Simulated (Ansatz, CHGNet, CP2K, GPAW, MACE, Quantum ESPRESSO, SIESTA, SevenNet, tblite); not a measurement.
## Ta(100)/ZrC(100) interface (56 atoms) in tblite

How near does tblite come to plane waves for Ta(100)/ZrC(100) interface (56 atoms)?

Calculated with tblite 0.8.0; the method is named at each step.

## (1) The starting structure

The cell holds 56 atoms: 24 Ta, 16 Zr and 16 C. Its edges and angles: a = 13.619 Å, b = 6.606 Å, c = 11.983 Å, α = 90.0°, β = 90.0°, γ = 104.0°. Bcc Ta(100), 3 repeat layers, 8 surface cells, strained -0.00 and +0.00 %; rock-salt ZrC(100), 2 layers, 8 cells, -0.57 and -0.57 %; outer planes 3.13 Å apart and 3.19 Å at the second interface of the periodic stack; not relaxed, displaced by a Gaussian of 0.02 Å. Then every atom was moved at random, 0.02 Å r.m.s. a Cartesian component. Regions: Ta, 24 atoms (24 Ta); ZrC, 32 atoms (16 Zr and 16 C). The structure's axis is c.

The yardstick, on the same geometry:

| Item | Value |
| --- | --- |
| method | Kohn-Sham DFT, PBE, PAW, plane waves (Ansatz 0.2.0); cutoff 420 eV, Γ point, fermi-dirac smearing of 0.05 eV; PAW set soft_2 |
| r.m.s. force component | 0.4773 eV/Å |
| longest force | 1.566 eV/Å |
| pressure | -11.57 GPa |
| SCF cycles | 9 |
| time | 15 s on 4 threads of Arm Neoverse V1, shared host |
| CPU time | 56 s |

## (2) GFN1-xTB

Method: GFN1-xTB tight binding, diagonalisation.

Input file run.py:

```python
import numpy as np
from ase.io import read
from tblite.ase import TBLite

atoms = read("structure.xyz")
atoms.calc = TBLite(method="GFN1-xTB", electronic_temperature=580, accuracy=1.0, max_iterations=250, mixer_damping=0.1, verbosity=1)
energy = atoms.get_potential_energy()
forces = atoms.get_forces()
print(f"energy {energy:.6f} eV")
print("forces (eV/A)")
for i, (a, f) in enumerate(zip(atoms, forces)):
    print(f"{i:4d} {a.symbol:2s} {f[0]:10.5f} {f[1]:10.5f} {f[2]:10.5f}")
stress = -atoms.get_stress(voigt=False) * 160.21766
print("stress (GPa, compression positive)")
for row in stress:
    print(" ".join(f"{x:10.4f}" for x in row))
print("charges (e)")
print(np.array2string(atoms.get_charges(), precision=4, suppress_small=True, max_line_width=110, threshold=100000))
```

Input file structure.xyz:

```xyz
56
Lattice="13.61860 0.00000 0.00000 -1.60219 6.40876 0.00000 0.00000 0.00000 11.98281" Properties=species:S:1:pos:R:3 pbc="T T T"
Ta 9.58581 2.35894 11.90528
Ta 7.59284 3.66587 1.62882
Ta 6.41510 1.58771 3.33038
Ta 8.81232 5.53569 0.01270
Ta 8.40840 0.38677 1.65435
Ta 5.62353 4.77087 3.28317
Ta 6.40781 1.57438 0.01270
Ta 4.38867 2.79640 1.67771
Ta 3.19942 0.80404 3.28796
Ta 5.61185 4.81650 11.94267
Ta 3.59819 6.00462 1.64200
Ta 2.41805 4.03355 3.25693
Ta 3.25944 0.81398 11.97922
Ta 1.19126 2.06279 1.60773
Ta 0.00213 0.03506 3.27598
Ta 2.41432 3.99727 11.95837
Ta 0.39463 5.20302 1.67148
Ta 12.80793 3.23450 3.32175
Ta -1.59528 6.40184 0.06219
Ta 11.66725 1.21452 1.64081
Ta 8.80470 5.60920 3.31433
Ta -0.80631 3.22687 11.93248
Ta 10.86308 4.39692 1.63949
Ta 9.57041 2.41239 3.34129
Zr 0.03093 1.47946 6.42650
C 11.65903 2.65393 6.42482
Zr 11.59705 2.69053 8.80856
C -0.02556 1.45267 8.84727
Zr 10.44424 0.64062 6.47156
C 8.38032 1.89417 6.47024
Zr 8.37641 1.83355 8.78616
C 10.40234 0.68894 8.78352
Zr 5.63260 6.26097 6.40373
C 5.22688 1.09904 6.42195
Zr 5.19449 1.02867 8.81815
C 5.63752 6.25706 8.77130
Zr 2.36214 5.40931 6.41955
C 2.04736 0.30474 6.48630
Zr 2.01988 0.22565 8.80485
C 2.38798 5.47430 8.80449
Zr -0.76296 4.64686 6.40721
C 10.80786 5.85979 6.40805
Zr 10.83148 5.88299 8.73415
C -0.78347 4.67224 8.74386
Zr 9.61593 3.88685 6.36155
C 7.60634 5.06471 6.41020
Zr 7.61510 5.09996 8.80054
C 9.61135 3.85179 8.81240
Zr 6.43286 3.04903 6.40421
C 4.44005 4.27304 6.41140
Zr 4.43442 4.25420 8.80209
C 6.43088 3.07928 8.80820
Zr 3.17393 2.21339 6.44100
C 1.21020 3.43221 6.46676
Zr 1.21439 3.42907 8.83493
C 3.24008 2.27562 8.82570
```

Run with:

```console
> OMP_NUM_THREADS=1 python run.py > output.txt
```

What it wrote:

```text
------------------------------------------------------------
  cycle        total energy    energy error   density error
------------------------------------------------------------
      1     -105.4809607750  -1.0567804E+02   1.3941198E+00
      2     -84.20322087220   2.1277740E+01   1.3053649E+00
      3     -103.0405518735  -1.8837331E+01   1.1860521E+00
      4      178.8029996166   2.8184355E+02   2.6100168E+00
      5     -75.18264622111  -2.5398565E+02   7.7704037E-01
      6      76.66984073356   1.5185249E+02   2.1459370E+00
      7      5.256895363185  -7.1412945E+01   1.7847786E+00
      8      1.216805493945  -4.0400899E+00   1.6426155E+00
      9     -16.61067713512  -1.7827483E+01   1.5044620E+00
     10     -27.24155742677  -1.0630880E+01   1.3930906E+00
     11     -43.30429019834  -1.6062733E+01   1.2252150E+00
     12     -54.62552870443  -1.1321239E+01   1.1002791E+00
     13     -72.26576206741  -1.7640233E+01   8.7617623E-01
     14     -95.60622818240  -2.3340466E+01   4.9688821E-01
     15     -102.9542217970  -7.3479936E+00   3.0959107E-01
     16     -104.9617662814  -2.0075445E+00   2.4295201E-01
     17     -105.9098984629  -9.4813218E-01   2.0755622E-01
     18     -106.8105944686  -9.0069601E-01   1.6639296E-01
     19     -107.6973743990  -8.8677993E-01   1.1418036E-01
     20     -107.6161813170   8.1193082E-02   1.1538021E-01
     21     -107.4223954558   1.9378586E-01   1.1635276E-01
     22     -107.6153337285  -1.9293827E-01   1.0522550E-01
     23     -107.7047835441  -8.9449816E-02   9.8447114E-02
     24     -107.8036010822  -9.8817538E-02   8.8996921E-02
[...]
45     -108.0658726779   9.6442896E-07   2.1385392E-04
     46     -108.0658737805  -1.1026642E-06   1.8784580E-04
     47     -108.0658742795  -4.9891453E-07   1.4795620E-04
     48     -108.0658745031  -2.2367129E-07   9.1687729E-05
     49     -108.0658744173   8.5804515E-08   9.5438109E-05
     50     -108.0658745425  -1.2519673E-07   7.4317936E-05
     51     -108.0658746253  -8.2821728E-08   5.5098479E-05
     52     -108.0658747304  -1.0508172E-07   1.8585431E-05
------------------------------------------------------------
 total:                                   4.575 sec
energy -2940.622233 eV
forces (eV/A)
   0 Ta    0.39675    0.28621   -1.22825
   1 Ta    0.23412   -1.32757    0.15460
   2 Ta   -0.18914   -0.03298    1.51405
   3 Ta    0.49607    0.68920   -2.03625
   4 Ta    0.06701    0.32753   -0.05739
   5 Ta   -0.46445    0.10357    1.99186
   6 Ta    0.12466    0.36874   -1.90750
   7 Ta    0.42092    0.11530   -0.26030
   8 Ta   -0.31871   -0.19430    1.91728
   9 Ta    0.02986    0.13747   -1.75546
  10 Ta    0.32406   -0.09133    0.16280
  11 Ta   -0.35121   -0.30129    2.26407
  12 Ta   -0.17044    0.09919   -2.07703
  13 Ta    0.12996   -0.52626    0.19567
  14 Ta   -0.02723   -0.14557    2.23562
  15 Ta    0.23656    0.34105   -2.07689
  16 Ta    0.11771    0.29086   -0.31208
  17 Ta   -0.10580   -0.29872    1.91630
  18 Ta    0.33740    0.20032   -2.55354
  19 Ta   -0.93535    0.02336   -0.11988
  20 Ta    0.00499   -0.08914    1.86507
  21 Ta    0.35170    0.05333   -1.75916
  22 Ta   -0.82225   -0.24730    0.05650
  23 Ta   -0.03710   -0.11480    1.34258
[...]
48 Zr   -0.28117    0.23303   -1.10042
  49 C    -0.16150    0.10912    0.04683
  50 Zr   -0.16481    0.00245    1.17657
  51 C    -0.19226   -0.16458   -0.05172
  52 Zr    0.68085    0.53983   -1.20618
  53 C     0.16068    0.32726   -0.12679
  54 Zr   -0.12639    0.06593    1.36364
  55 C    -0.13793   -0.17686   -0.02372
stress (GPa, compression positive)
   -1.7270     1.6622     0.9185
    1.6622    -7.8274     0.5687
    0.9185     0.5687    -7.4997
charges (e)
[-0.0544 -0.1812 -0.0716 -0.0789 -0.1798 -0.0861 -0.0809 -0.1767 -0.0751 -0.0691 -0.1813 -0.0848 -0.0712
 -0.1839 -0.0508 -0.0728 -0.1957 -0.0763 -0.0628 -0.1812 -0.0587 -0.0782 -0.188  -0.093   1.2801 -1.0763
  1.2444 -1.0628  1.2611 -1.0848  1.2445 -1.1012  1.2469 -1.0419  1.2451 -1.1183  1.262  -1.146   1.2609
 -1.0946  1.2751 -1.1638  1.2565 -1.0936  1.2536 -1.0892  1.2474 -1.0362  1.2403 -1.0454  1.2457 -1.0446
  1.2637 -1.1647  1.2607 -1.0921]
```

The job ended after 5.3 s (1 thread of Arm Neoverse V1, shared host; peak memory 0.11 GiB).

Banners, paths, timers and routine set-up lines are dropped from the logs unmarked, and long logs keep their key lines alone; longer cuts are marked.

Compared with the plane-wave run:

| Item | Value |
| --- | --- |
| r.m.s. force component | 0.7634 eV/Å |
| r.m.s. difference of force components | 982.5 meV/Å |
| longest difference of force vectors | 3133 meV/Å |
| force difference over r.m.s. force | 205.8 % |
| slope of forces against the reference's | -0.3398 |
| correlation of force components | -0.2124 |
| pressure | -5.685 GPa |
| pressure difference | 5.885 GPa |

Length of the force difference by element (eV/Å):

```csv
element,atoms,mean,most
C,16,0.55,0.79
Ta,24,2.0,3.1
Zr,16,1.3,1.6
```

Local excerpt of 9 atoms (numbers count through the whole input) about Ta17, whose charge lies farthest from its element's mean; x, y, z are measured from there.

```csv
atom,x,y,z,distance (Å),Mulliken charge (e),Fx,Fy,Fz (eV/Å)
Ta17,0.00,0.00,0.00,0.00,-0.20,0.12,0.29,-0.31
Ta12,2.02,-1.17,1.59,2.82,-0.08,-0.35,-0.30,2.26
Ta19,-1.99,1.20,-1.61,2.83,-0.06,0.34,0.20,-2.55
Ta18,-1.21,-1.97,1.65,2.84,-0.08,-0.11,-0.30,1.92
Ta15,-1.99,1.24,1.60,2.84,-0.05,-0.03,-0.15,2.24
Ta9,1.20,2.01,1.62,2.85,-0.08,-0.32,-0.19,1.92
Ta22,-1.20,-1.98,-1.72,2.88,-0.08,0.35,0.05,-1.76
Ta16,2.02,-1.21,-1.70,2.90,-0.07,0.24,0.34,-2.08
Ta13,1.26,2.02,-1.68,2.91,-0.07,-0.17,0.10,-2.08
```

Atoms are counted from 1 here, from 0 in the log.

Forces lie 206 % from the reference's, at 0.094 times its CPU time (on 1 against 4 cores).

## (3) What came out

| Quantity | Value |
| --- | --- |
| force difference from the reference | tblite GFN1-xTB, 206 % |
| its CPU time | 5.3 s |

Tight binding differs by 206 % (tblite GFN1-xTB); it is another model, with fitted parameters of its own, and the xTB methods hold dispersion. One electronic-structure run takes under half the reference's CPU time: tblite GFN1-xTB, at 206 % in 5.3 s against 56 s, too far off to be of use; its pressure misses by +5.9 GPa. Periodic xTB results under one method name differ between programs and library versions. The reference's stress is far from hydrostatic: its diagonal is -10.7, -9.0, -15.0 GPa, compression counted positive. The host structure and its lattice constant were typed by rule, without a check against the phase diagram. The reference's pressure of -12 GPa says that the cell would shrink at this level of theory. The electronic-structure runs sample only Γ, in a cell whose shortest periodic width is 6 Å, which is coarse for a cell with partly filled levels. Spin–orbit coupling is left out, which matters for the levels of the heavy elements.

[Also dropped from logs without a mark: logging warnings of Python, and SIESTA's first energy breakdown and zero terms.]

[Logs are printed without paths, hosts, clocks, repeated set-up lines and the standing remarks that a program may print on its own settings, such as how far it seeks lower states.]

[Hosts, paths, dates, database ids (printed as entryN), source tags and the programs' standing remarks are cut or masked in the printed files.]
